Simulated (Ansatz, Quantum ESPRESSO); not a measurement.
# 1T-SnSe2, layer by layer, part 7 of 8

Wanted: polarisability and band edges of 1T-SnSe2, layer by layer.

Quantum ESPRESSO 7.5; plane-wave DFT, PBE, GBRV ultrasoft pseudopotentials; geometry by Ansatz 0.2.0 with PAW datasets.

So far. Step 13 (Potential by pp.x, 2 layers): The slope in the vacuum is 0.100 eV/Å for an applied 0.10 V/Å, as it should be. Step 14 (Bands along a path, 2 layers: no field): Along this path the valence top lies between Γ and M and the conduction bottom at M.

## (19) SCF with pw.x, 3 layers: field 0.1 V/Å

n3.f1.in

```
&control
  prefix = 'n3.f1'
  outdir = './out'
  pseudo_dir = './pseudo'
  calculation = 'scf'
  tprnfor = .true.
  tefield = .true.
  dipfield = .true.
/
&system
  ibrav = 0
  nat = 9
  ntyp = 2
  ecutwfc = 40
  ecutrho = 200
  occupations = 'smearing'
  smearing = 'fd'
  degauss = 0.004
  edir = 3
  emaxpos = 0.97
  eopreg = 0.04
  eamp = 0.00194469
  nbnd = 43
/
&electrons
  conv_thr = 1e-09
  mixing_beta = 0.4
  electron_maxstep = 120
  mixing_mode = 'plain'
  startingpot = 'file'
/
ATOMIC_SPECIES
  Se  78.9710  se_pbe_v1.uspp.F.UPF
  Sn  118.7100  sn_pbe_v1.4.uspp.F.UPF
CELL_PARAMETERS angstrom
  3.83963322054555 -0.00000000000000 0.00000000000000
  -1.91981661027277 3.32521991020710 0.00000000000000
  0.00000000000000 0.00000000000000 29.93146712860000
ATOMIC_POSITIONS crystal
  Se  0.666666666667 0.333333333333 0.246569732486
  Sn  0.000000000000 -0.000000000000 0.299811804972
  Se  0.333333333333 0.666666666667 0.353053092790
  Se  0.666666666667 0.333333333333 0.446812835670
  Sn  0.000000000000 -0.000000000000 0.499999479420
  Se  0.333333333333 0.666666666667 0.553186104995
  Se  0.666666666667 0.333333333333 0.646947450384
  Sn  -0.000000000000 0.000000000000 0.700188692765
  Se  0.333333333333 0.666666666667 0.753430806517
K_POINTS automatic
  6 6 1 0 0 0
```

The run is started by

```bash
$ cp -r out/n3.f0.save out/n3.f1.save
$ OMP_NUM_THREADS=1 mpirun -n 4 pw.x -nk 2 -in n3.f1.in > n3.f1.out
```

What it wrote:

```text
[banner, memory and clock lines left out]
Program PWSCF v.7.5 starts
[...]
number of electrons       =        78.00
     number of Kohn-Sham states=           43
     kinetic-energy cutoff     =      40.0000  Ry
     charge density cutoff     =     200.0000  Ry
[...]
number of k points=    20  Fermi-Dirac smearing, width (Ry)=  0.0040
[...]
Dense  grid:   123339 G-vectors     FFT dimensions: (  36,  36, 256)
[...]
The initial density is read from file :
[...]
negative rho (up, down):  4.368E-04 0.000E+00
[...]
Starting wfcs are   51 randomized atomic wfcs
[...]
negative rho (up, down):  4.344E-04 0.000E+00
[...]
estimated scf accuracy    <       0.53844435 Ry
[...]
negative rho (up, down):  1.985E-04 0.000E+00
[...]
estimated scf accuracy    <    1274.44384490 Ry
[...]
negative rho (up, down):  2.024E-04 0.000E+00
[...]
estimated scf accuracy    <       0.16061762 Ry
[...]
negative rho (up, down):  2.070E-04 0.000E+00
[...]
estimated scf accuracy    <       0.02821239 Ry
[...]
negative rho (up, down):  2.102E-04 0.000E+00
[...]
estimated scf accuracy    <       0.02290586 Ry
[...]
negative rho (up, down):  2.139E-04 0.000E+00
[...]
estimated scf accuracy    <       0.02286984 Ry
[...]
negative rho (up, down):  2.179E-04 0.000E+00
[...]
estimated scf accuracy    <       0.01844945 Ry
[...]
negative rho (up, down):  2.208E-04 0.000E+00
[...]
estimated scf accuracy    <       0.01356568 Ry
[...]
negative rho (up, down):  2.242E-04 0.000E+00
[...]
estimated scf accuracy    <       0.01087061 Ry
[...]
negative rho (up, down):  2.401E-04 0.000E+00
[...]
estimated scf accuracy    <       0.00819576 Ry
[...]
negative rho (up, down):  6.784E-04 0.000E+00
[...]
estimated scf accuracy    <       0.00291174 Ry
[...]
negative rho (up, down):  6.637E-04 0.000E+00
[...]
estimated scf accuracy    <       0.00044976 Ry
[...]
negative rho (up, down):  8.722E-04 0.000E+00
[...]
estimated scf accuracy    <       0.00045757 Ry
[...]
negative rho (up, down):  5.833E-04 0.000E+00
[...]
estimated scf accuracy    <       0.00013559 Ry
[...]
negative rho (up, down):  6.580E-04 0.000E+00
[...]
estimated scf accuracy    <       0.00017744 Ry
[...]
negative rho (up, down):  5.494E-04 0.000E+00
[...]
estimated scf accuracy    <       0.00022969 Ry
[...]
negative rho (up, down):  5.078E-04 0.000E+00
[...]
estimated scf accuracy    <       0.00057226 Ry
[...]
negative rho (up, down):  4.298E-04 0.000E+00
[...]
estimated scf accuracy    <       0.00000787 Ry
[...]
negative rho (up, down):  4.366E-04 0.000E+00
[...]
estimated scf accuracy    <       0.00000790 Ry
[...]
negative rho (up, down):  4.370E-04 0.000E+00
[...]
estimated scf accuracy    <       0.00000091 Ry
[...]
negative rho (up, down):  4.370E-04 0.000E+00
[...]
estimated scf accuracy    <       0.00000018 Ry
[...]
negative rho (up, down):  4.333E-04 0.000E+00
[...]
estimated scf accuracy    <       0.00000006 Ry
[...]
negative rho (up, down):  4.354E-04 0.000E+00
[...]
estimated scf accuracy    <          6.5E-09 Ry
[...]
negative rho (up, down):  4.366E-04 0.000E+00
[...]
Computed dipole along edir(3) :
        Dipole                0.2187 Ry au,          0.5558 Debye
        Dipole field          0.0011 Ry au,
        E field amplitude [Ha a.u.]:  1.9447E-03
        Potential amp.        0.0955 Ry
        Total length         54.2998 bohr
[...]
the Fermi energy is     2.0632 ev
!    total energy              =    -739.54105429 Ry
     estimated scf accuracy    <          4.9E-10 Ry
     smearing contrib. (-TS)   =      -0.00005015 Ry
     internal energy E=F+TS    =    -739.54100414 Ry
[...]
one-electron contribution =   -3006.03134556 Ry
     hartree contribution      =    1534.08557239 Ry
     xc contribution           =    -307.38085629 Ry
     ewald contribution        =    1039.78624280 Ry
     electric field correction =      -0.00061747 Ry
     convergence has been achieved in  24 iterations
     negative rho (up, down):  4.366E-04 0.000E+00
[...]
Total force =     0.007082     Total SCF correction =     0.000071
[...]
```

It took 2.9 min on 4 MPI ranks of Arm Neoverse V1, shared host; peak memory 0.82 GiB.

Numbers from this step:

- free energy: -10061.9686 eV
- energy at zero smearing: -10061.9683 eV
- Fermi energy: 2.063 eV
- dipole along the normal: 0.1157 e·Å
- valence top, on the run's zero: 1.711 eV
- conduction bottom, on the run's zero: 2.364 eV
- gap by band count: 0.6531 eV

## (20) Electrostatic potential, 3 layers

n3.f1.pot.in

```
&inputpp
  prefix = 'n3.f1'
  outdir = './out'
  filplot = 'n3.f1.pot.dat'
  plot_num = 11
/
```

The run is started by

```bash
$ OMP_NUM_THREADS=1 mpirun -n 4 pp.x -in n3.f1.pot.in > n3.f1.pot.out
```

Elapsed: 1.4 s, on 4 MPI ranks; peak memory 0.13 GiB.

Numbers from this step:

* slope of the potential above: 0.1001 eV/Å
* upper vacuum line continued to the top atoms, over the valence top: 5.855 eV
* slope of the potential below: 0.09994 eV/Å
* lower vacuum line continued to the bottom atoms, over the valence top: 5.978 eV

The slope in the vacuum is 0.100 eV/Å for an applied 0.10 V/Å, as it should be.

(Continued in part 8 of 8.)

[Logs are printed without paths, hosts, clocks, repeated set-up lines and the standing remarks that a program may print on its own settings, such as how far it seeks lower states.]

[Hosts, paths, dates, database ids (printed as entryN), source tags and the programs' standing remarks are cut or masked in the printed files.]

[Maps of the electrostatic potential energy from Ansatz leave out the sawtooth potential of an applied field or a dipole correction, so their vacuum need not be flat; planar profiles and work functions include it.]
